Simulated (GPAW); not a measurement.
# Screening of a field by a 7-layer slab of Cd(0001), part 2 of 2

Wanted: the out-of-plane polarisability of a 7-layer slab of Cd(0001).

GPAW 26.7.0; GPAW, PAW setups; slab in vacuum, relaxation (the session's first sound run).

So far, dipole along the normal (e·Å): step 2 (relaxation) -3.6e-4; step 3 (plane waves, PBE) -5.3e-4; step 4 (In a field) -0.175; step 5 (field on) -0.0873.

### Step 7. Field on

The input, run.py:

```python
import json
import numpy as np
from ase import Atoms
from gpaw import GPAW, PW
from gpaw.external import ConstantElectricField

slab = Atoms(
    ['Cd', 'Cd', 'Cd', 'Cd', 'Cd', 'Cd', 'Cd'],
    positions=[
        [0.00000, 0.00000, 9.00000],
        [2.98000, 1.72050, 11.81014],
        [0.00000, 0.00000, 14.62028],
        [2.98000, 1.72050, 17.55207],
        [-0.00000, 0.00000, 20.48765],
        [2.98000, 1.72050, 23.41173],
        [-0.00000, 0.00000, 26.31909]],
    cell=[[2.98, 0.0, 0.0], [1.49, 2.58076, 0.0], [0.0, 0.0, 34.86084]],
    pbc=[True, True, False])

slab.calc = GPAW(mode=PW(400), xc='PBE', kpts={'size': (12, 12, 1), 'gamma': True},
                 occupations={'name': 'fermi-dirac', 'width': 0.1}, nbands='160%',
                 convergence={'density': 1e-05}, maxiter=200,
                 poissonsolver={'dipolelayer': 'xy'},
                 external=ConstantElectricField(0.05, [0, 0, 1]),
                 symmetry={'tolerance': 1e-3}, txt='slab.txt')
result = {}
energy = slab.get_potential_energy()
fermi = slab.calc.get_fermi_level()
v = slab.calc.get_electrostatic_potential().mean((0, 1)) - fermi
n = slab.calc.get_pseudo_density().mean((0, 1))
L = slab.cell[2, 2]
z = np.arange(len(v)) * L / len(v)
low, high = slab.positions[:, 2].min(), slab.positions[:, 2].max()
below, above = np.interp([low - 6.8, high + 6.8], z, v)
slopes = [np.interp(x, z, np.gradient(v, z)) for x in (low - 6.8, high + 6.8)]
eps = np.array([[slab.calc.get_eigenvalues(k, s) for k in range(len(slab.calc.get_ibz_k_points()))]
                for s in range(slab.calc.get_number_of_spins())]) - fermi
top, bottom = eps[eps < 0].max(), eps[eps > 0].min()
dipole = slab.get_dipole_moment()[2]
print(f'energy {energy:.4f} eV, Fermi level {fermi:.4f} eV, dipole {dipole:.5f} e A')
print(f'potential 6.8 A off the faces, from the Fermi level: lower {below:.4f} eV, upper {above:.4f} eV')
print(f'slope of the potential there: lower {slopes[0]:.5f}, upper {slopes[1]:.5f} eV/A')
print(f'nearest levels on the mesh: {top:.4f} and {bottom:.4f} eV')
print('magnetic moment', round(slab.get_magnetic_moment(), 3))
result.update(energy=energy, fermi=fermi, dipole=dipole, below=below, above=above, slopes=slopes, edges=[top, bottom],
              z=z.tolist(), v=v.tolist(), n=n.tolist(), positions=slab.positions.tolist(),
              forces=slab.get_forces(apply_constraint=False).tolist(), moments=slab.get_magnetic_moments().tolist())
json.dump(result, open('result.json', 'w'))
```

Run with:

```sh
> OMP_NUM_THREADS=1 OPENBLAS_NUM_THREADS=1 python run.py
```

Output:

```text
energy -5.7320 eV, Fermi level 2.7614 eV, dipole 0.04453 e A
potential 6.8 A off the faces, from the Fermi level: lower 4.2772 eV, upper 3.2298 eV
slope of the potential there: lower -0.00011, upper 0.00002 eV/A
nearest levels on the mesh: -0.4085 and 0.0016 eV
magnetic moment 0.0
```

Run time: 8.3 min. Hardware: 1 thread of Intel Xeon 6975P-C (Granite Rapids), shared host; peak memory 0.72 GiB.

### Step 8. Field on

Changes to run.py since step 7:

```diff
@@ -23,3 +23,3 @@
                  poissonsolver={'dipolelayer': 'xy'},
-                 external=ConstantElectricField(0.05, [0, 0, 1]),
+                 external=ConstantElectricField(0.1, [0, 0, 1]),
                  symmetry={'tolerance': 1e-3}, txt='slab.txt')
```

Output:

```text
energy -5.7354 eV, Fermi level 2.7656 eV, dipole 0.08841 e A
potential 6.8 A off the faces, from the Fermi level: lower 4.7828 eV, upper 2.7030 eV
slope of the potential there: lower -0.00009, upper 0.00001 eV/A
nearest levels on the mesh: -0.4081 and 0.0015 eV
magnetic moment 0.0
```

Run time: 5.2 min. Hardware: 1 thread; peak memory 0.74 GiB.

The dipole is now 0.0884 e Å, against -5.3e-4 in the run without a field.

### Step 9. Field on

Changes to run.py since step 8:

```diff
@@ -23,3 +23,3 @@
                  poissonsolver={'dipolelayer': 'xy'},
-                 external=ConstantElectricField(0.1, [0, 0, 1]),
+                 external=ConstantElectricField(0.2, [0, 0, 1]),
                  symmetry={'tolerance': 1e-3}, txt='slab.txt')
```

Output:

```text
energy -5.7486 eV, Fermi level 2.7727 eV, dipole 0.17622 e A
potential 6.8 A off the faces, from the Fermi level: lower 5.7985 eV, upper 1.6525 eV
slope of the potential there: lower -0.00011, upper 0.00003 eV/A
nearest levels on the mesh: -0.4074 and 0.0012 eV
magnetic moment 0.0
```

It took 6 min on 1 thread; peak memory 0.72 GiB.

The dipole is now 0.176 e Å, against -5.3e-4 in the run without a field.

### Step 10. Field on

Changes to run.py since step 9:

```diff
@@ -23,3 +23,3 @@
                  poissonsolver={'dipolelayer': 'xy'},
-                 external=ConstantElectricField(0.2, [0, 0, 1]),
+                 external=ConstantElectricField(0.3, [0, 0, 1]),
                  symmetry={'tolerance': 1e-3}, txt='slab.txt')
```

Output:

```text
energy -5.7706 eV, Fermi level 2.7788 eV, dipole 0.26415 e A
potential 6.8 A off the faces, from the Fermi level: lower 6.8181 eV, upper 0.6032 eV
slope of the potential there: lower -0.00013, upper 0.00003 eV/A
nearest levels on the mesh: -0.4068 and 0.0008 eV
magnetic moment 0.0
```

The job ended after 7.4 min (1 thread; peak memory 0.73 GiB).

The dipole is now 0.264 e Å, against -5.3e-4 in the run without a field.

### Step 11. The series

The members are put on one axis.

This step: induced dipole against applied field (GPAW 26.7.0).

Table of dipole along the normal by field:

```csv
field (V/Å),dipole along the normal (e·Å)
-0.200,-0.175
-0.100,-0.0873
-0.050,-0.0433
0.000,-5.3e-4
0.050,0.0445
0.100,0.0884
0.200,0.176
0.300,0.264
```

### Step 12. Summary of results

| Item | Value |
| --- | --- |
| work function, upper and lower face | 3.757 and 3.771 eV |
| dipole along the normal | -5.3e-4 e Å, near the numerical noise |
| induced dipole per field | 0.878 e Å per V/Å |
| out-of-plane polarisability per area, α/(ε0 A) | 20.7 Å |

The field induces 0.878 e Å per V/Å, a polarisable thickness α/(ε0 A) of 20.7 Å beside 17.3 Å between the outermost nuclei. A perfect conductor would give the distance between its two image planes; a dielectric of thickness t gives t(1 - 1/ε). The measured value for polycrystalline Cd, which weights the faces of low work function, is 4.08 eV (as compiled in "Anisotropic work function of elemental crystals", 2019, arxiv:1902.07811); the relaxed upper face lies 0.32 eV under it with PBE. Measured work functions scatter by a tenth of an eV or more between methods. The induced dipole is linear in the field over this range. The small printed dipole stands for a step of 13 meV from the lower to the upper face, and the probes find -15 meV; values this small are near the numerical noise of both. The in-plane lattice was kept as typed, which isn't the functional's own and leaves some strain; spin-orbit coupling and temperature are left out.

[Logs are printed without paths, hosts, clocks, repeated set-up lines and the standing remarks that a program may print on its own settings, such as how far it seeks lower states.]

[Hosts, paths, dates, database ids (printed as entryN), source tags and the programs' standing remarks are cut or masked in the printed files.]
